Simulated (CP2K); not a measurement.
Consider 2-carboxypyrimidine at its PBE geometry (Å).

```xyz
13

O     2.5371   -1.5364    0.4254
C     2.0473   -0.4750    0.0919
O     2.8026    0.5935   -0.2836
C     0.5574   -0.1866    0.0440
N     0.1743    1.0327   -0.3665
C    -1.1502    1.2518   -0.3927
C    -2.0749    0.2747   -0.0240
C    -1.5557   -0.9565    0.3804
N    -0.2385   -1.1999    0.4231
H     3.7266    0.2763   -0.2081
H    -1.4704    2.2436   -0.7205
H    -3.1473    0.4610   -0.0520
H    -2.2083   -1.7792    0.6826
```

Method: CP2K XAS_TDP, all-electron GAPW, PBEh(45%), aug-cc-pVDZ, TDA, GW2X-corrected core level, no relativity.

Question: Where do the C K-edge lines lie, and how strong are they?

Leading lines: C2 289.74 eV, C4 287.38 eV, C6 287.38 eV and C7 286.89 eV. The leading line of an atom is its first one with 35 % of the strongest within 2.5 eV of its lowest line over the strength cut. Core ionisation energies at this level: C4 294.10, C6 293.91, C2 296.67 and C7 292.90 eV.

The first six lines of each atom with a strength over 0.0015:

| atom | energy (eV) | states | strength, one atom | above the computed threshold |
| --- | --- | --- | --- | --- |
| C2 (bonded to C and 2 O) | 289.74 | 1 | 0.0608 |  |
|  | 294.05 | 1 | 0.0191 |  |
|  | 294.84 | 1 | 0.0022 |  |
|  | 296.15 | 1 | 0.0020 |  |
|  | 296.72 | 1 | 0.0087 | yes |
|  | 296.85 | 1 | 0.0041 | yes |
| C4 (bonded to C and 2 N) | 287.38 | 1 | 0.0485 |  |
|  | 292.09 | 1 | 0.0146 |  |
|  | 292.49 | 1 | 0.0026 |  |
|  | 293.01 | 1 | 0.0040 |  |
|  | 294.35 | 1 | 0.0029 | yes |
|  | 294.67 | 1 | 0.0105 | yes |
| C6 (bonded to C, N and H) | 287.38 | 1 | 0.0575 |  |
|  | 291.64 | 1 | 0.0124 |  |
|  | 292.76 | 1 | 0.0037 |  |
|  | 293.04 | 1 | 0.0059 |  |
|  | 293.30 | 1 | 0.0026 |  |
|  | 293.53 | 1 | 0.0020 |  |
| C7 (bonded to 2 C and H) | 286.89 | 1 | 0.0472 |  |
|  | 290.46 | 1 | 0.0129 |  |
|  | 291.70 | 1 | 0.0114 |  |
|  | 291.89 | 1 | 0.0042 |  |
|  | 293.21 | 1 | 0.0066 | yes |
|  | 293.61 | 1 | 0.0021 | yes |

Lines are vertical, at one geometry, with no vibrational structure. GW2X ionisation energies and lines can be off by 1 to 2 eV either way, and a good line position may hide errors that cancel. Atoms with the same bonds but other surroundings in this conformer are left out. These values hold no scalar relativity, about 0.1 eV for C 1s. Rydberg lines, and the discretised continuum above threshold, depend on the basis and the box.

[Banner, clock and machine lines of the logs are left out without a mark of their own.]

[Logs are printed without paths, hosts, clocks, repeated set-up lines and the standing remarks that a program may print on its own settings, such as how far it seeks lower states.]

[Hosts, paths, dates, database ids (printed as entryN), source tags and the programs' standing remarks are cut or masked in the printed files.]
